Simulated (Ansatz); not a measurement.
# Phonons of TaRu (Pm-3m) against volume

Wanted: mode Grüneisen parameters of TaRu (Pm-3m).

Main program and level: Ansatz 0.2.0; DFT PBEsol, scalar-relativistic, plane waves, PAW; PAW set soft_1.

### 1. Set-up

It takes space group Pm-3m (No. 221, cubic). The conventional cell has a = 3.139 Å, b = 3.139 Å, c = 3.139 Å, α = 90.00°, β = 90.00°, γ = 90.00°. Nearest to Ta lie 8 Ru at 2.72 Å. Ru has 8 Ta at 2.72 Å nearest. Farther neighbours, and contacts between anions beyond the nearest, are not listed.

### 2. Response at finite wavevector

Stability and thermal properties need the whole zone. Linear response on a 4×4×4 q mesh gives force constants as far as a supercell of that size would.

Contents of input.yaml:

```yaml
crystal:
  lattice:
    - [3.1394054961, 0.0, 0.0]
    - [0.0, 3.1394054961, 0.0]
    - [0.0, 0.0, 3.1394054961]
  atoms:
    - { symbol: Ta, position: [0.5, 0.5, 0.5] }
    - { symbol: Ru, position: [0.0, 0.0, 0.0] }
kpoints:
  mp_grid: { grid: [16, 16, 16] }
hamiltonian:
  xc: pbesol
  pseudopotentials: { kind: paw, azcp: { folder: soft_1 }, xc_functional: pbe }
scf:
  occupations: { method: methfessel_paxton, width: 0.2 }
output:
  eigenvalues: true
phonons:
  method: dfpt
  qmesh: [4, 4, 4]
  temperatures: { t_max: 1000, t_step: 50 }
  qpath:
    path:
      - [[0.0, 0.0, 0.0], [0.0, 0.5, 0.0], [0.5, 0.5, 0.0], [0.0, 0.0, 0.0], [0.5, 0.5, 0.5], [0.0, 0.5, 0.0]]
      - [[0.5, 0.5, 0.5], [0.5, 0.5, 0.0]]
    npoints: 10
```

The run is started by

```sh
> ansatz run input.yaml --threads 4 --pin off --max-ram 10240MiB --backend cpu --events-out ev --progress --plain --runs-dir out
```

Output:

```text
Engine: ansatz 0.2.0, x86_64-unknown-linux-gnu
Pseudopotentials: kind: paw
Pseudopotential: Ta, paw, valence charge 13, recommended cutoff 420 eV (normal), soft_1/Ta.paw.azcp
Pseudopotential: Ru, paw, valence charge 16, recommended cutoff 420 eV (normal), soft_1/Ru.paw.azcp
Functional definition: PBEsol
  exchange = pbesol_x
  correlation = pbesol_c
Crystal: 2 atoms, lattice volume = 30.942 Å³
Basis set: ecut = 420 eV, 619 PW (Γ), exchange–correlation on 48×48×48 points (8 copies of the dense FFT grid, shifted against one another)
Bands: 19, of which v1, the nominal top of the filled ones, is band 15 counted from 1 (14 counted from 0)
Symmetry: 48 space group operations
k-points: 165 of 4096
Non-local potential: Ta, projectors of the file, l = 0: 3, l = 1: 2, l = 2: 2, l = 3: 1
Non-local potential: Ru, projectors of the file, l = 0: 3, l = 1: 2, l = 2: 2, l = 3: 1
PAW form: soft (Blöchl's): semilocal exchange-correlation on the pseudo side does not see the compensation charge
PAW frozen core: Ta, regenerated for the run's functional, and the local potential with it (the file was generated under x = pbe(κ = 0.804, μ = 0.219515), c = pbe(β = 0.066725))
PAW frozen core: Ru, regenerated for the run's functional, and the local potential with it (the file was generated under x = pbe(κ = 0.804, μ = 0.219515), c = pbe(β = 0.066725))
PAW one-centre angular grid: Ta, 590 points (default); XC on 64 Gauss nodes
PAW one-centre angular grid: Ru, 590 points (default); XC on 64 Gauss nodes
Initial density: superposition of atomic densities (chi_scale 0.1, normalization cell, long waves kept (reshape's long-wave potential 0.00 eV rms))
Initial wavefunctions: pseudopotential atomic-orbital guess
Functional: x = pbesol(κ = 0.804, μ = 0.123457), c = pbesol(β = 0.046)
SCF iter   1: F=—  HF=-15628.689184 eV  |F-HF|=—  |Δ(HF+E_count)|=         —  Δρ=2.46e-1  dr2=3.05e1  ethr=3.10e-3  ⟨swp⟩=4.8  Hψ=12170  notcnv=0
preconditioner: auto → none  [metal: Δε(μ)=0.057 eV  Ē_g=5.853 eV  σ=0.200 eV  W_gap=0.23  n_scr=6 (ndim 8)  ℏωp=24.1 eV  f_vac=0.000  D(μ)=1.43/eV (n_scr^D=18)  sad-step TF]
SCF iter   2: F=—  HF=-15626.445077 eV  |F-HF|=—  |Δ(HF+E_count)|=    2.24e0  S|Δr|=    0.00e0  Δρ=1.72e-1  dr2=1.61e1  ethr=3.10e-3  ⟨swp⟩=2.1  Hψ=6589  notcnv=0  defer=37
SCF iter   3: F=—  HF=-15624.479757 eV  |F-HF|=—  |Δ(HF+E_count)|=    1.97e0  S|Δr|=    0.00e0  Δρ=2.34e-2  dr2=4.53e-2  ethr=3.10e-3  ⟨swp⟩=2.9  Hψ=6420  notcnv=0  defer=36
SCF iter   4: F=—  HF=-15624.474457 eV  |F-HF|=—  |Δ(HF+E_count)|=   5.30e-3  S|Δr|=    0.00e0  Δρ=4.07e-3  dr2=7.87e-3  ethr=1.56e-4  ⟨swp⟩=1.6  Hψ=4844  notcnv=0  defer=1
SCF iter   5: F=—  HF=-15624.473752 eV  |F-HF|=—  |Δ(HF+E_count)|=   7.05e-4  S|Δr|=    0.00e0  Δρ=1.00e-3  dr2=5.45e-4  ethr=2.72e-5  ⟨swp⟩=1.1  Hψ=3161  notcnv=0  defer=1
SCF iter   6: F=—  HF=-15624.473698 eV  |F-HF|=—  |Δ(HF+E_count)|=   5.38e-5  S|Δr|=    0.00e0  Δρ=1.58e-4  dr2=1.45e-5  ethr=1.88e-6  ⟨swp⟩=1.0  Hψ=3140  notcnv=0  defer=1
SCF iter   7: F=—  HF=-15624.473698 eV  |F-HF|=—  |Δ(HF+E_count)|=   9.53e-8  S|Δr|=    0.00e0  Δρ=1.15e-5  dr2=4.25e-8  ethr=5.01e-8  ⟨swp⟩=2.0  Hψ=3743  notcnv=0  defer=1
SCF iter   8: F=—  HF=-15624.473697 eV  |F-HF|=—  |Δ(HF+E_count)|=   1.48e-6  S|Δr|=    0.00e0  Δρ=2.97e-6  dr2=3.30e-9  ethr=1.47e-10  ⟨swp⟩=2.2  Hψ=5468  notcnv=0  defer=1
SCF iter   9: F=—  HF=-15624.473697 eV  |F-HF|=—  |Δ(HF+E_count)|=  3.93e-10  S|Δr|=    0.00e0  Δρ=2.78e-7  dr2=1.40e-11  ethr=1.14e-11  ⟨swp⟩=2.2  Hψ=4079  notcnv=0  defer=1
SCF iter  10: F=-15624.473697 eV  HF=-15624.473697 eV  |F-HF|=1.82e-12  |Δ(HF+E_count)|=  3.64e-12  S|Δr|=    0.00e0  Δρ=3.94e-8  dr2=3.39e-13  ethr=1.00e-12  ⟨swp⟩=4.9  Hψ=11904  notcnv=0
SCF 1 converged in 10 iterations: F = -15624.473697 eV  dr2 = 3.39e-13
  greatest PAW one-centre occupation: 1.000 electrons in one spin orbital (limit 2), on the Ru atom at site 1 (counted from 0), in its partial waves of l = 0
phonons: the bands overlap, so this run is a metal and interpolates without the dipole-dipole term. If the crystal is really an insulator or semiconductor, its LO-TO splitting is missing
NSCF: frozen V_eff on 165 k-points
NSCF: frozen V_eff on 405 k-points
DFPT response loops at q = (0, 0, 0) (fractional): preconditioner auto → Kerker (q_TF=auto, 2.699 Å⁻¹) (partly filled bands, converged f_vac=0.000); β = 1.00, the filter's whole step (`scf.mixing.beta` (0.50) is not read by the response loops under this deck's `scf.mixing.preconditioner`; to damp them name `kerker` or `kerker_dos`, under which they read `scf.mixing.beta`, and type it under 1.00, their step now; both keys bind the ground state too); Broyden in place of MSR1
NSCF: frozen V_eff on 2592 k-points
DFPT response loops at q = (0, 0, 0.25) (fractional): mixed as the last ones told, above
NSCF: frozen V_eff on 1458 k-points
DFPT response loops at q = (0, 0, -0.5) (fractional): mixed as the last ones told, above
NSCF: frozen V_eff on 4608 k-points
DFPT response loops at q = (0, 0.25, 0.25) (fractional): mixed as the last ones told, above
NSCF: frozen V_eff on 2592 k-points
DFPT response loops at q = (0, 0.25, -0.5) (fractional): mixed as the last ones told, above
NSCF: frozen V_eff on 1458 k-points
DFPT response loops at q = (0, -0.5, -0.5) (fractional): mixed as the last ones told, above
NSCF: frozen V_eff on 4352 k-points
DFPT response loops at q = (0.25, 0.25, 0.25) (fractional): mixed as the last ones told, above
NSCF: frozen V_eff on 4608 k-points
DFPT response loops at q = (0.25, 0.25, -0.5) (fractional): mixed as the last ones told, above
NSCF: frozen V_eff on 2592 k-points
DFPT response loops at q = (0.25, -0.5, -0.5) (fractional): mixed as the last ones told, above
NSCF: frozen V_eff on 810 k-points
DFPT response loops at q = (-0.5, -0.5, -0.5) (fractional): mixed as the last ones told, above
SCF converged after 10 iterations
Stability not checked: this state was not tested for a lower state beside it, because cold or Methfessel-Paxton smearing, or corrected tetrahedra, fill the levels in a way that the test cannot read (fill_not_monotonic; see scf.lower_state_search)
Free energy (F): -15624.473697 eV
Harris-Foulkes:  -15624.473697 eV  (|F-HF|=1.82e-12)
Internal energy: -15624.469715 eV  (E = F + TS)
E sigma→0 (E₀):  -15624.472701 eV
Entropy (-TS):   -0.003981 eV (-1.991 meV/atom)
Fermi energy:    21.914253 eV
--- Per-component energies (eV) ---
  E_band       = -165.584397
  E_kinetic    = 853.676630
  E_local      = -1904.993895  (includes V_loc(G=0)·N_el)
  E_nonlocal   = 407.572890
  E_hartree    = 659.760567
  E_xc         = -488.300113
  E_vxc        = -448.493413  (∫ρ·V_xc dr)
  E_paw        = -11622.107366  (= ΣΔE_a)
  E_vpaw       = -392.868466  (= ΣTr[D̂ρ^β])
  E_aug_tail   = 0.000722  (compensation charges beyond the density's cutoff)
  E_ewald      = -3530.546160
  E_core_change = 0.467009  (= ΣΔE_core)
  E_smearing   = -0.003981  (= −TS)
  E_closure    = 0.000000  (closes the sum)
  Σ components = -15624.473697   (vs F -15624.473697, Δ=0.00e0)
--- Band table (eV; the first three rows and the last of 165) ---
  k-point 0: bands = [... 11 lower, 19.4169, 19.4169, 19.4169, 22.9257, 22.9257, 26.1509, 26.1509, 26.1509]
  k-point 1: bands = [... 11 lower, 19.4084, 19.4084, 19.4468, 22.8167, 22.9643, 25.8155, 25.8155, 26.0854]
  k-point 2: bands = [... 11 lower, 19.3871, 19.3871, 19.5345, 22.5050, 23.0718, 25.0803, 25.0803, 25.8976]
  k-point 164: bands = [... 11 lower, 18.8057, 18.8057, 18.8057, 21.6121, 21.6121, 26.3625, 26.3625, 29.0949]
--- Phonons (Γ-DFPT): 2 representative perturbations + reference (Σ response iterations 6) ---
  ASR residual: 1.867e-5 → 0.000e0 eV/Å²; symmetrization residual: 1.605e-5 eV/Å²
  ASR residual per site (eV/Å²): 1.87e-5 4.22e-6
  Γ frequencies (cm⁻¹): 0.00 0.00 0.00 143.37 143.37 143.37
--- Phonons (arbitrary-q DFPT): 10 irreducible q on the 4×4×4 mesh ---
  q = [0.0000, 0.0000, 0.0000] (star 1, of the zone-centre solve; hermiticity 6.55e-6, symmetrization 4.71e-13): -0.00 0.00 0.00 143.37 143.37 143.37
  q = [0.0000, 0.0000, 0.2500] (star 6, 4 solved perturbations in 4032 linear systems a pass and spin channel, the states on 1296 of 4096 k-point pairs; hermiticity 3.78e-6, symmetrization 5.63e-14): 57.08 57.08 85.22 114.61 134.10 134.10
  q = [0.0000, 0.0000, -0.5000] (star 3, 4 solved perturbations in 2268 linear systems a pass and spin channel, the states on 729 of 4096 k-point pairs; hermiticity 5.76e-14, symmetrization 1.91e-13): -50.83 -50.83 103.40 103.40 110.48 123.33
  q = [0.0000, 0.2500, 0.2500] (star 12, 4 solved perturbations in 7056 linear systems a pass and spin channel, the states on 2304 of 4096 k-point pairs; hermiticity 4.87e-6, symmetrization 2.05e-13): -104.90 -54.57 72.07 112.83 140.36 164.28
  q = [0.0000, 0.2500, -0.5000] (star 12, 6 solved perturbations on 1296 of 4096 k-point pairs; hermiticity 1.18e-6, symmetrization 1.30e-14): -120.28 -68.45 -25.48 104.64 167.66 173.82
  q = [0.0000, -0.5000, -0.5000] (star 3, 4 solved perturbations in 2268 linear systems a pass and spin channel, the states on 729 of 4096 k-point pairs; hermiticity 1.44e-6, symmetrization 2.97e-13): -105.61 -105.61 -28.85 99.74 172.60 172.60
  q = [0.2500, 0.2500, 0.2500] (star 8, 2 solved perturbations on 2176 of 4096 k-point pairs; hermiticity 3.80e-7, symmetrization 2.71e-13): -142.44 -52.36 -52.36 146.52 146.52 147.25
  q = [0.2500, 0.2500, -0.5000] (star 12, 4 solved perturbations in 7056 linear systems a pass and spin channel, the states on 2304 of 4096 k-point pairs; hermiticity 2.11e-6, symmetrization 6.83e-13): -107.91 -37.73 25.05 123.08 156.91 167.80
  q = [0.2500, -0.5000, -0.5000] (star 6, 4 solved perturbations in 4032 linear systems a pass and spin channel, the states on 1296 of 4096 k-point pairs; hermiticity 9.76e-7, symmetrization 1.39e-13): -45.14 -43.58 -43.58 115.27 156.74 156.74
  q = [-0.5000, -0.5000, -0.5000] (star 1, 2 solved perturbations on 405 of 4096 k-point pairs; hermiticity 6.75e-14, symmetrization 1.60e-12): 72.22 72.22 72.22 121.26 121.26 121.26
  sum rule: each row above includes the acoustic sum rule's correction from the zone centre's row sums; it moved no ω² by more than (0.17 cm⁻¹)²
  mesh force constants: q→R imaginary residual 3.83e-18; ASR residual 1.867e-5 → 0.000e0 eV/Å²; symmetrization residual 5.329e-15 eV/Å²
  interpolated dispersion: 62 rows × 6 modes
  density of states and harmonic sums: on the 20×20×20 q-mesh, interpolated from the force constants of a 4×4×4 supercell (no non-analytic term)
  largest difference from the sums on the solved wave vectors: F 4.78e-2 eV, S 5.66e-5 and C_V 1.33e-5 eV/K
  zero-point energy: 0.028750 eV/cell   skipped modes (ω ≤ 0): 579, of them read as no rigid motion or as one in doubt: 576 (2.147e0 modes/cell left out, lowest -142.44 cm⁻¹)   left out of the sums: 3.58e-1 of the cell's modes: C_V's classical limit lies that fraction below 3 k_B per atom; for a crystal, a wire or a layer, F and S can be off by more, and a phonons.interpolated_qmesh denser along its periods is the remedy for the sampling
```

Wall time 6.4 min (4 threads of Intel Xeon Platinum 8488C (Sapphire Rapids), shared host); peak memory 3.4 GiB.

This step gave:

| Quantity | Value |
| --- | --- |
| volume per atom | 15.47 Å³ |
| gap on the k-mesh | 0 eV |
| sum-rule residual before enforcement | 1.87e-5 eV/Å² |
| lowest frequency on the path | -142.4 cm⁻¹ |
| point group | m-3m |
| highest frequency on path, mesh or solved points | 175.2 cm⁻¹ |
| highest optical mode at the zone centre (no LO-TO term) | 143.4 cm⁻¹ |
| lowest optical zone-centre mode | 143.4 cm⁻¹ |
| lowest mode on the q mesh (acoustic modes at Γ apart) | -142.4 cm⁻¹ |

Frequencies (cm⁻¹) solved at each irreducible wavevector; negative means imaginary. Frequencies by wavevector, by row:

```csv
q in reciprocal lattice units,star,mode 1,mode 2,mode 3,mode 4,mode 5,mode 6
0 0 0,1,0,0,0,143.4,143.4,143.4
0 0 0.25,6,57.1,57.1,85.2,114.6,134.1,134.1
0 0 -0.5,3,-50.8,-50.8,103.4,103.4,110.5,123.3
0 0.25 0.25,12,-104.9,-54.6,72.1,112.8,140.4,164.3
0 0.25 -0.5,12,-120.3,-68.5,-25.5,104.6,167.7,173.8
0 -0.5 -0.5,3,-105.6,-105.6,-28.9,99.7,172.6,172.6
0.25 0.25 0.25,8,-142.4,-52.4,-52.4,146.5,146.5,147.2
0.25 0.25 -0.5,12,-107.9,-37.7,25.1,123.1,156.9,167.8
0.25 -0.5 -0.5,6,-45.1,-43.6,-43.6,115.3,156.7,156.7
-0.5 -0.5 -0.5,1,72.2,72.2,72.2,121.3,121.3,121.3
```

Symmetry leaves 10 wavevectors to solve. The lowest mode among them, the acoustic zeros apart, lies at q = (0.25, 0.25, 0.25) and is imaginary, 142.4i cm⁻¹, so the energy falls along it.

### 3. Relaxing at another volume, volume ratio 0.97

The volume is scaled by 0.97 and held; symmetry leaves nothing to relax, so this is a single point. The modes can then be followed against volume.

input.yaml, the sections that differ from step 2:

```yaml
crystal:
  lattice:
    - [3.1076921613, 0.0, 0.0]
    - [0.0, 3.1076921613, 0.0]
    - [0.0, 0.0, 3.1076921613]
  atoms:
    - { symbol: Ta, position: [0.5, 0.5, 0.5] }
    - { symbol: Ru, position: [0.0, 0.0, 0.0] }
output:
  forces: true
  stress: true
  eigenvalues: true
# kpoints, hamiltonian, scf: as in step 2
# phonons: removed
```

Output:

```text
[...]
Crystal: 2 atoms, lattice volume = 30.013 Å³
Basis set: ecut = 420 eV, 587 PW (Γ), exchange–correlation on 48×48×48 points (8 copies of the dense FFT grid, shifted against one another)
Bands: 19, of which v1, the nominal top of the filled ones, is band 15 counted from 1 (14 counted from 0)
Symmetry: 48 space group operations
[...]
k-points: 165 of 4096
[...]
--- Band table (eV; the first three rows and the last of 165) ---
  k-point 0: bands = [... 11 lower, 20.1007, 20.1007, 20.1007, 23.7426, 23.7426, 27.1157, 27.1157, 27.1157]
  k-point 1: bands = [... 11 lower, 20.0920, 20.0920, 20.1317, 23.6268, 23.7835, 26.7613, 26.7613, 27.0461]
  k-point 2: bands = [... 11 lower, 20.0703, 20.0703, 20.2229, 23.2965, 23.8984, 25.9897, 25.9897, 26.8469]
  k-point 164: bands = [... 11 lower, 19.4858, 19.4858, 19.4858, 22.3983, 22.3983, 27.3324, 27.3324, 30.1300]
[key lines of the parts left out:]
SCF converged after 8 iterations
Free energy (F): -15624.448777 eV
Fermi energy:    22.704235 eV
P = ⅓ Tr σ = 8.8385 GPa (88.385 kbar)
```

Run time: 1.2 s. Hardware: 4 threads; peak memory 0.46 GiB.

This step gave:

```yaml
pressure: 8.839 GPa
volume_per_atom: 15.01 Å³
```

The run ends at a pressure of 8.84 GPa.

### 4. Phonons at the other volume, volume ratio 0.97

The phonons are repeated at this volume on the same meshes, so that differences come from the volume alone.

input.yaml, as its differences from that of step 3:

```diff
@@ -16,4 +16,11 @@
 output:
-  forces: true
-  stress: true
   eigenvalues: true
+phonons:
+  method: dfpt
+  qmesh: [4, 4, 4]
+  temperatures: { t_max: 1000, t_step: 50 }
+  qpath:
+    path:
+      - [[0.0, 0.0, 0.0], [0.0, 0.5, 0.0], [0.5, 0.5, 0.0], [0.0, 0.0, 0.0], [0.5, 0.5, 0.5], [0.0, 0.5, 0.0]]
+      - [[0.5, 0.5, 0.5], [0.5, 0.5, 0.0]]
+    npoints: 10
```

Output:

```text
[...]
Crystal: 2 atoms, lattice volume = 30.013 Å³
Basis set: ecut = 420 eV, 587 PW (Γ), exchange–correlation on 48×48×48 points (8 copies of the dense FFT grid, shifted against one another)
Bands: 19, of which v1, the nominal top of the filled ones, is band 15 counted from 1 (14 counted from 0)
Symmetry: 48 space group operations
k-points: 165 of 4096
[...]
SCF iter   1: F=—  HF=-15628.591946 eV  |F-HF|=—  |Δ(HF+E_count)|=         —  Δρ=2.46e-1  dr2=2.91e1  ethr=3.10e-3  ⟨swp⟩=4.9  Hψ=12160  notcnv=0
[...]
SCF iter   9: F=-15624.448777 eV  HF=-15624.448777 eV  |F-HF|=7.28e-12  |Δ(HF+E_count)|=  5.51e-10  S|Δr|=    0.00e0  Δρ=1.73e-7  dr2=9.07e-12  ethr=1.00e-12  ⟨swp⟩=5.0  Hψ=15435  notcnv=0
SCF 1 converged in 9 iterations: F = -15624.448777 eV  dr2 = 9.07e-12
[...]
NSCF: frozen V_eff on 165 k-points
[...]
SCF converged after 9 iterations
[...]
Free energy (F): -15624.448777 eV
[...]
Internal energy: -15624.445693 eV  (E = F + TS)
E sigma→0 (E₀):  -15624.448006 eV
Entropy (-TS):   -0.003085 eV (-1.542 meV/atom)
Fermi energy:    22.704244 eV
[...]
--- Band table (eV; the first three rows and the last of 165) ---
  k-point 0: bands = [... 11 lower, 20.1007, 20.1007, 20.1007, 23.7426, 23.7426, 27.1157, 27.1157, 27.1157]
  k-point 1: bands = [... 11 lower, 20.0920, 20.0920, 20.1318, 23.6268, 23.7835, 26.7613, 26.7613, 27.0461]
  k-point 2: bands = [... 11 lower, 20.0703, 20.0703, 20.2229, 23.2965, 23.8984, 25.9897, 25.9897, 26.8469]
  k-point 164: bands = [... 11 lower, 19.4858, 19.4858, 19.4858, 22.3983, 22.3983, 27.3324, 27.3324, 30.1300]
[...]
ASR residual: 1.279e-4 → 0.000e0 eV/Å²; symmetrization residual: 9.780e-6 eV/Å²
  ASR residual per site (eV/Å²): 1.28e-4 9.01e-5
  Γ frequencies (cm⁻¹): 0.00 0.00 0.00 158.20 158.20 158.20
--- Phonons (arbitrary-q DFPT): 10 irreducible q on the 4×4×4 mesh ---
[...]
interpolated dispersion: 62 rows × 6 modes
[...]
```

Elapsed: 6.2 min, on 4 threads; peak memory 3.3 GiB.

Numbers from this step:

```
sum-rule residual before enforcement                    : 1.28e-4 eV/Å²
lowest frequency on the path                            : -140.4 cm⁻¹
highest frequency on path, mesh or solved points        : 191.9 cm⁻¹
highest optical mode at the zone centre (no LO-TO term) : 158.2 cm⁻¹
lowest optical zone-centre mode                         : 158.2 cm⁻¹
lowest mode on the q mesh (acoustic modes at Γ apart)   : -140.3 cm⁻¹
```

Frequencies (cm⁻¹) solved at each irreducible wavevector; negative means imaginary. Frequencies by wavevector, by row:

| q in reciprocal lattice units | star | mode 1 | mode 2 | mode 3 | mode 4 | mode 5 | mode 6 |
| --- | --- | --- | --- | --- | --- | --- | --- |
| 0 0 0 | 1 | 0 | 0 | 0 | 158.2 | 158.2 | 158.2 |
| 0 0 0.25 | 6 | 61.8 | 61.8 | 96.5 | 130.7 | 147.8 | 147.8 |
| 0 0 -0.5 | 3 | -15.5 | -15.5 | 110.1 | 110.1 | 128.9 | 134.1 |
| 0 0.25 0.25 | 12 | -99.2 | -52.1 | 79 | 126.5 | 151.3 | 181.8 |
| 0 0.25 -0.5 | 12 | -118.5 | -67.5 | 46.6 | 111.4 | 182.1 | 190.2 |
| 0 -0.5 -0.5 | 3 | -105.3 | -105.3 | 49.9 | 107.4 | 189.8 | 189.8 |
| 0.25 0.25 0.25 | 8 | -140.3 | -41.8 | -41.8 | 160.3 | 161.6 | 161.6 |
| 0.25 0.25 -0.5 | 12 | -102.5 | -32.5 | 63.5 | 131.2 | 171.2 | 185.7 |
| 0.25 -0.5 -0.5 | 6 | -24.6 | -24.6 | 42.4 | 123.9 | 172.9 | 172.9 |
| -0.5 -0.5 -0.5 | 1 | 97.6 | 97.6 | 97.6 | 130.8 | 130.8 | 130.8 |

The highest optical mode at the zone centre (no LO-TO term) is 158.2 cm⁻¹, +14.8 cm⁻¹ against the base run.

(Continued in part 2 of 2.)

[Long decimals in the printed logs are rounded to 6 places.]

[Logs are printed without paths, hosts, clocks, repeated set-up lines and the standing remarks that a program may print on its own settings, such as how far it seeks lower states.]

[Hosts, paths, dates, database ids (printed as entryN), source tags and the programs' standing remarks are cut or masked in the printed files.]

[Where the starting crystal was built by hand or by swapping elements, it need not be the compound's stable phase.]
